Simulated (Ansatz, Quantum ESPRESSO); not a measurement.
# NbH2 (Fm-3m): zone-centre phonons, part 2 of 2

Aim: the zone-centre modes of NbH2 (Fm-3m).

Quantum ESPRESSO 7.5; DFT PBEsol, scalar-relativistic, plane waves, PseudoDojo norm-conserving pseudopotentials.

So far. Step 5 (Zone-centre response): The acoustic modes at Γ come out as far as 7.7 cm⁻¹ from zero, where they should vanish, a small numerical error. The relaxed cell has a = 4.516 Å (conventional setting).

### Step 6. Modes with the sum rule

A rigid shift of the crystal must cost nothing, but grids and finite bases break this; the acoustic sum rule is imposed before the matrix is diagonalised again.

dynmat.in

```
&INPUT
  fildyn = 'g.dyn'
  asr    = 'simple'
  fileig = 'dynmat.eig'
/
```

Run with:

```
dynmat.x -in dynmat.in > dynmat.out
```

Numbers of over 12 decimals in the logs are rounded to 6 here.

Log:

```text
[banner, memory and clock lines left out]
Program DYNMAT v.7.5

     Reading Dynamical Matrix from file g.dyn
     ...Force constants read
     ...epsilon and Z* not read (not found on file)
     A direction for q was not specified:TO-LO splitting will be absent

     Polarizability (A^3 units)
     multiply by 1.000000 for Clausius-Mossotti correction
         0.000000    0.000000    0.000000
         0.000000    0.000000    0.000000
         0.000000    0.000000    0.000000

     IR activities are in (D/A)^2/amu units

# mode   [cm-1]    [THz]      IR
    1      0.00    0.0000    0.0000
    2      0.00    0.0000    0.0000
    3      0.00    0.0000    0.0000
    4   1117.65   33.5063    0.0000
    5   1117.65   33.5063    0.0000
    6   1117.65   33.5063    0.0000
    7   1294.41   38.8054    0.0000
    8   1294.41   38.8054    0.0000
    9   1294.41   38.8054    0.0000

cm-1]
[end of the log left out, with the tail of the file of modes that dynmat.x writes under the same name]
```

It took 0.45 s on 1 thread of Arm Neoverse V1, shared host.

Read from the output:

```
lowest optical zone-centre mode : 1118 cm⁻¹
```

Unit eigenvectors of the mass-weighted matrix after the sum rule; no LO-TO term. The modes at Γ (shares of kinetic energy by element, %):

| mode | frequency (cm⁻¹) | symmetry | Nb % | H % |
| --- | --- | --- | --- | --- |
| 1 | 0.0 | acoustic | 98 | 2 |
| 2 | 0.0 | acoustic | 98 | 2 |
| 3 | 0.0 | acoustic | 98 | 2 |
| 4 | 1117.6 | T1u | 2 | 98 |
| 5 | 1117.6 | T1u | 2 | 98 |
| 6 | 1117.6 | T1u | 2 | 98 |
| 7 | 1294.4 | T2g | 0 | 100 |
| 8 | 1294.4 | T2g | 0 | 100 |
| 9 | 1294.4 | T2g | 0 | 100 |

Displacements in mode 6 (1117.6 cm⁻¹), the largest set to 1:
```
Nb1  0.00  0.00 -0.02
H2   0.00  0.00  1.00
H3   0.00  0.00  1.00
```

Displacements in mode 7 (1294.4 cm⁻¹), the largest set to 1:
```
Nb1  0.00  0.00  0.00
H2   0.00  0.00  1.00
H3   0.00  0.00 -1.00
```

The rule also moves an optical mode by 0.4 cm⁻¹.

### Step 7. Sum rules set otherwise (asr crystal)

The rule can be imposed in more than one way; the choices should agree where the raw error is small.

dynmat.in

```
&INPUT
  fildyn = 'g.dyn'
  asr    = 'crystal'
  fileig = 'dynmat.eig'
/
```

Run with:

```
dynmat.x -in dynmat.in > dynmat.out
```

Log:

```text
[banner, memory and clock lines left out]
Program DYNMAT v.7.5

     Reading Dynamical Matrix from file g.dyn
     ...Force constants read
     ...epsilon and Z* not read (not found on file)
     Acoustic Sum Rule: || Z*(ASR) - Z*(orig)|| =    0.000000E+00
     Acoustic Sum Rule: ||dyn(ASR) - dyn(orig)||=    3.450001E-04
     A direction for q was not specified:TO-LO splitting will be absent

     Polarizability (A^3 units)
     multiply by 1.000000 for Clausius-Mossotti correction
         0.000000    0.000000    0.000000
         0.000000    0.000000    0.000000
         0.000000    0.000000    0.000000

     IR activities are in (D/A)^2/amu units

# mode   [cm-1]    [THz]      IR
    1     -0.00   -0.0000    0.0000
    2      0.00    0.0000    0.0000
    3      0.00    0.0000    0.0000
    4   1117.23   33.4936    0.0000
    5   1117.23   33.4936    0.0000
    6   1117.23   33.4936    0.0000
    7   1294.04   38.7944    0.0000
    8   1294.04   38.7944    0.0000
    9   1294.04   38.7944    0.0000

[end of the log left out, with the tail of the file of modes that dynmat.x writes under the same name]
```

Run time: 0.45 s. Hardware: 1 thread.

This step gave:

```yaml
lowest_optical_zone_centre_mode: 1117 cm⁻¹
```

Zone-centre frequencies as printed; negative means imaginary. Modes:

| mode | frequency (cm⁻¹) |
| --- | --- |
| 1 | 0 |
| 2 | 0 |
| 3 | 0 |
| 4 | 1117 |
| 5 | 1117 |
| 6 | 1117 |
| 7 | 1294 |
| 8 | 1294 |
| 9 | 1294 |

Against the first rule no mode moves by more than 0.5 cm⁻¹.

### Step 8. Sum rules set otherwise (asr no)

Without the rule the raw error of the acoustic modes shows.

dynmat.in

```
&INPUT
  fildyn = 'g.dyn'
  asr    = 'no'
  fileig = 'dynmat.eig'
/
```

Run with:

```
dynmat.x -in dynmat.in > dynmat.out
```

Log:

```text
[banner, memory and clock lines left out]
Program DYNMAT v.7.5

     Reading Dynamical Matrix from file g.dyn
     ...Force constants read
     ...epsilon and Z* not read (not found on file)
     A direction for q was not specified:TO-LO splitting will be absent

     Polarizability (A^3 units)
     multiply by 1.000000 for Clausius-Mossotti correction
         0.000000    0.000000    0.000000
         0.000000    0.000000    0.000000
         0.000000    0.000000    0.000000

     IR activities are in (D/A)^2/amu units

# mode   [cm-1]    [THz]      IR
    1     -7.70   -0.2310    0.0000
    2     -7.70   -0.2310    0.0000
    3     -7.70   -0.2310    0.0000
    4   1117.23   33.4939    0.0000
    5   1117.23   33.4939    0.0000
    6   1117.23   33.4939    0.0000
    7   1294.04   38.7944    0.0000
    8   1294.04   38.7944    0.0000
    9   1294.04   38.7944    0.0000

cm-1]
[end of the log left out, with the tail of the file of modes that dynmat.x writes under the same name]
```

Run time: 0.45 s. Hardware: 1 thread.

Zone-centre frequencies as printed; negative means imaginary. Modes:

| mode | frequency (cm⁻¹) |
| --- | --- |
| 1 | -7.7 |
| 2 | -7.7 |
| 3 | -7.7 |
| 4 | 1117 |
| 5 | 1117 |
| 6 | 1117 |
| 7 | 1294 |
| 8 | 1294 |
| 9 | 1294 |

Against the first rule no mode moves by more than 7.8 cm⁻¹.

### Step 9. Cross-check with Ansatz

A second program on the same cell, potentials, cutoff and meshes tests the implementation of the phonon response, not its convergence. Its k mesh is centred on Γ.

This step: DFT PBEsol, scalar-relativistic, plane waves, PseudoDojo norm-conserving pseudopotentials (Ansatz 0.2.0).

input.yaml

```yaml
crystal:
  lattice:
    - [-2.257979159, 0.0, 2.257979159]
    - [0.0, 2.257979159, 2.257979159]
    - [-2.257979159, 2.257979159, 0.0]
  atoms:
    - { symbol: Nb, position: [0.0, 0.0, 0.0] }
    - { symbol: H, position: [0.75, 0.75, 0.75] }
    - { symbol: H, position: [0.25, 0.25, 0.25] }
kpoints:
  mp_grid: { grid: [12, 12, 12] }
hamiltonian:
  xc: pbesol
  pseudopotentials: { kind: nc, accuracy: standard }
scf:
  occupations: { method: cold, width: 0.27211 }
output:
  eigenvalues: true
basis:
  ecutwfc: 1006.821
phonons:
  method: dfpt
```

Run with:

```
ansatz run input.yaml --threads 4 --pin off --max-ram 8192MiB --backend cpu --events-out ev --progress --plain --runs-dir out
```

Log:

```text
Warning: basis.ecutwfc = 1006.821 eV is below the records' recommended 1115.666836 eV, and the density's cutoff is lower with it unless basis.ecutrho_ratio is high enough to keep the records' density cutoff: compare with a run at a higher cutoff
zone centre: on kpoints.mp_grid the ground state, and the responses unless they are solved on pairs of k-points, stand on 163 of the mesh's 1728 k-points, reduced under 8 symmetry operations, with k and −k counted as one. Each operation leaves every solved displacement unchanged or reverses it
Engine: ansatz 0.2.0, aarch64-unknown-linux-gnu
Pseudopotentials: kind: nc
Pseudopotential: Nb, nc, valence charge 13, recommended cutoff 1115.666836 eV (normal), Nb.nc.azcp (PseudoDojo's, or run here from an input of PseudoDojo's; its table is named by hamiltonian.pseudopotentials.accuracy)
Pseudopotential: H, nc, valence charge 1, recommended cutoff 979.609905 eV (normal), H.nc.azcp (PseudoDojo's, or run here from an input of PseudoDojo's; its table is named by hamiltonian.pseudopotentials.accuracy)
Functional definition: PBEsol
  exchange = pbesol_x
  correlation = pbesol_c
Crystal: 3 atoms, lattice volume = 23.024 Å³
Basis set: ecut = 1006.821 eV, 1687 PW (Γ), exchange–correlation on 72×72×72 points (8 copies of the dense FFT grid, shifted against one another)
Bands: 12, of which v1, the nominal top of the filled ones, is band 8 counted from 1 (7 counted from 0)
Symmetry: 48 space group operations
k-points: 163 of 1728 (irreducible under 8 space group operations, time reversal used)
Non-local potential: Nb, projectors of the file, l = 0: 2, l = 1: 2, l = 2: 2
Non-local potential: H, projectors of the file, l = 0: 2, l = 1: 1
Initial density: superposition of atomic densities (chi_scale 0.1, normalization cell, long waves kept (reshape's long-wave potential 0.00 eV rms))
Initial wavefunctions: pseudopotential atomic-orbital guess
Functional: x = pbesol(κ = 0.804, μ = 0.123457), c = pbesol(β = 0.046)
SCF iter   1: F=—  HF=-1727.529090 eV  |F-HF|=—  |Δ(HF+E_count)|=         —  Δρ=1.15e-1  dr2=3.32e0  ethr=3.10e-3  ⟨swp⟩=5.6  Hψ=12612  notcnv=0
preconditioner: auto → none  [metal: Δε(μ)=0.006 eV  Ē_g=9.773 eV  σ=0.272 eV  W_gap=0.02  n_scr=8 (ndim 8)  ℏωp=20.5 eV  f_vac=0.000  D(μ)=0.96/eV (n_scr^D=8)  sad-step TF]
SCF iter   2: F=—  HF=-1726.529793 eV  |F-HF|=—  |Δ(HF+E_count)|=   9.99e-1  S|Δr|=    0.00e0  Δρ=5.71e-2  dr2=8.37e-1  ethr=3.10e-3  ⟨swp⟩=3.1  Hψ=4894  notcnv=0  defer=21
SCF iter   3: F=—  HF=-1726.206530 eV  |F-HF|=—  |Δ(HF+E_count)|=   3.23e-1  S|Δr|=    0.00e0  Δρ=4.85e-3  dr2=1.36e-3  ethr=3.10e-3  ⟨swp⟩=3.6  Hψ=4045  notcnv=0  defer=21
SCF iter   4: F=—  HF=-1726.207262 eV  |F-HF|=—  |Δ(HF+E_count)|=   7.31e-4  S|Δr|=    0.00e0  Δρ=6.64e-4  dr2=5.29e-5  ethr=9.07e-6  ⟨swp⟩=2.3  Hψ=4348  notcnv=0  defer=21
SCF iter   5: F=—  HF=-1726.207250 eV  |F-HF|=—  |Δ(HF+E_count)|=   1.12e-5  S|Δr|=    0.00e0  Δρ=8.33e-5  dr2=7.59e-7  ethr=3.53e-7  ⟨swp⟩=2.5  Hψ=3056  notcnv=0  defer=21
SCF iter   6: F=—  HF=-1726.207252 eV  |F-HF|=—  |Δ(HF+E_count)|=   1.41e-6  S|Δr|=    0.00e0  Δρ=9.04e-6  dr2=1.59e-8  ethr=5.06e-9  ⟨swp⟩=2.3  Hψ=3334  notcnv=0  defer=21
SCF iter   7: F=—  HF=-1726.207252 eV  |F-HF|=—  |Δ(HF+E_count)|=   2.73e-9  S|Δr|=    0.00e0  Δρ=7.98e-7  dr2=2.28e-11  ethr=1.06e-10  ⟨swp⟩=2.6  Hψ=3411  notcnv=0  defer=21
SCF iter   8: F=-1726.207252 eV  HF=-1726.207252 eV  |F-HF|=9.09e-13  |Δ(HF+E_count)|=  5.12e-11  S|Δr|=    0.00e0  Δρ=1.11e-7  dr2=1.79e-12  ethr=1.00e-12  ⟨swp⟩=10.2  Hψ=13219  notcnv=0
SCF 1 converged in 8 iterations: F = -1726.207252 eV  dr2 = 1.79e-12
DFPT response loops at Γ: preconditioner auto → Kerker (q_TF=auto, 2.540 Å⁻¹) (partly filled bands, converged f_vac=0.000); β = 1.00, the filter's whole step (`scf.mixing.beta` (0.50) is not read by the response loops under this deck's `scf.mixing.preconditioner`; to damp them name `kerker` or `kerker_dos`, under which they read `scf.mixing.beta`, and type it under 1.00, their step now; both keys bind the ground state too); Broyden in place of MSR1
SCF converged after 8 iterations
Stability not checked: this state was not tested for a lower state beside it, because cold or Methfessel-Paxton smearing, or corrected tetrahedra, fill the levels in a way that the test cannot read (fill_not_monotonic; see scf.lower_state_search)
Free energy (F): -1726.207252 eV
Harris-Foulkes:  -1726.207252 eV  (|F-HF|=9.09e-13)
Internal energy: -1726.201463 eV  (E = F + TS)
E sigma→0 (E₀):  -1726.205322 eV
Entropy (-TS):   -0.005789 eV (-1.930 meV/atom)
Fermi energy:    15.752186 eV
--- Per-component energies (eV) ---
  E_band       = -95.237289
  E_kinetic    = 526.777539
  E_local      = -997.812079  (includes V_loc(G=0)·N_el)
  E_nonlocal   = 206.273226
  E_hartree    = 232.430922
  E_xc         = -373.958000
  E_vxc        = -295.337785  (∫ρ·V_xc dr)
  E_ewald      = -1319.913071
  E_smearing   = -0.005789  (= −TS)
  E_closure    = 0.000000  (closes the sum)
  Σ components = -1726.207252   (vs F -1726.207252, Δ=0.00e0)
--- Band table (eV; the first three rows and the last of 163) ---
  k-point 0: bands = [... 4 lower, 4.8909, 14.3186, 14.3186, 14.3186, 14.6414, 17.0601, 17.0601, 28.2196]
  k-point 1: bands = [... 4 lower, 5.0878, 12.8223, 14.4183, 14.4183, 16.3796, 16.9759, 16.9759, 26.6997]
  k-point 2: bands = [... 4 lower, 5.6290, 11.5087, 14.6430, 14.6430, 16.8503, 16.8503, 18.3605, 25.1763]
  k-point 162: bands = [... 4 lower, 8.0344, 10.7620, 11.2229, 18.6851, 18.7467, 18.7467, 22.9932, 22.9932]
--- Phonons (Γ-DFPT): 2 representative perturbations + reference, on 163 of 1728 k-points (Σ response iterations 6) ---
  k mesh reduced under 8 symmetry operations, with k and −k counted as one. Each operation leaves every solved displacement unchanged or reverses it
  ASR residual: 1.688e-4 → 0.000e0 eV/Å²; symmetrization residual: 2.329e-6 eV/Å²
  ASR residual per site (eV/Å²): 1.69e-4 2.50e-5 2.50e-5
  Γ frequencies (cm⁻¹): 0.00 0.00 0.00 1117.66 1117.66 1117.66 1294.39 1294.39 1294.39
  non-analytic LO–TO correction: not included (Born effective charges unavailable; polar crystals: no LO–TO splitting at Γ)
```

Wall time 10 s (4 threads); peak memory 0.65 GiB.

Numbers from this step:

```yaml
sum_rule_residual_before_enforcement: 1.69e-4 eV/Å²
lowest_optical_zone_centre_mode: 1118 cm⁻¹
```

### Step 10. The two compared: QE PseudoDojo and Ansatz, PseudoDojo

Worked out from the results:

```yaml
root_mean_square_difference: 0.02 cm⁻¹
largest_difference: 0.02 cm⁻¹
```

Frequencies side by side, by row:

| q (reciprocal lattice) | mode | QE PseudoDojo (cm⁻¹) | Ansatz, PseudoDojo (cm⁻¹) |
| --- | --- | --- | --- |
| 0 0 0 | 1 | 0 | 0 |
| 0 0 0 | 2 | 0 | 0 |
| 0 0 0 | 3 | 0 | 0 |
| 0 0 0 | 4 | 1118 | 1118 |
| 0 0 0 | 5 | 1118 | 1118 |
| 0 0 0 | 6 | 1118 | 1118 |
| 0 0 0 | 7 | 1294 | 1294 |
| 0 0 0 | 8 | 1294 | 1294 |
| 0 0 0 | 9 | 1294 | 1294 |

At the zone centre the largest difference (acoustic modes at Γ apart) is 0.002 % of the highest mode.

### Step 11. Outcome

| Item | Value |
| --- | --- |
| space group after relaxation | Fm-3m |
| volume per atom | 7.67 Å³ |
| highest optical zone-centre mode (no LO-TO term) | 1294 cm⁻¹ |
| lowest optical zone-centre mode | 1118 cm⁻¹ |
| imaginary optical modes at the zone centre (no q mesh in this session) | none |
| largest difference from Ansatz, PseudoDojo | 0.02 cm⁻¹ |

At the PBEsol level the optical modes of NbH2 (Fm-3m) at the zone centre run from 1118 to 1294 cm⁻¹. Of the 6 optical modes, 3 are infrared active alone and 3 are Raman active alone; inversion symmetry keeps the two sets apart. QE PseudoDojo and Ansatz, PseudoDojo agree to 0.02 cm⁻¹ (0.002 % of the highest mode compared) on all solved modes but the acoustic ones at Γ, without the LO-TO term. These are harmonic frequencies at zero temperature: anharmonic shifts and linewidths and thermal expansion are left out. In a metal the frequencies hang on the k mesh and the smearing, most of all near Kohn anomalies. The runs are without spin polarisation, although the cell has an odd electron count or an open d or f shell, so a magnetic state was not tested. The relaxation ran at 74 Ry, under the 82 Ry recommended for these files; the stress of so short a basis can leave the cell about one per cent too small. Ansatz warns that the cutoff lies 10 % under the one recommended for these files; agreement at one cutoff is not convergence.

[Host names and launcher messages were left out of these logs when they were recorded.]

[Logs are printed without paths, hosts, clocks, repeated set-up lines and the standing remarks that a program may print on its own settings, such as how far it seeks lower states.]

[Hosts, paths, dates, database ids (printed as entryN), source tags and the programs' standing remarks are cut or masked in the printed files.]
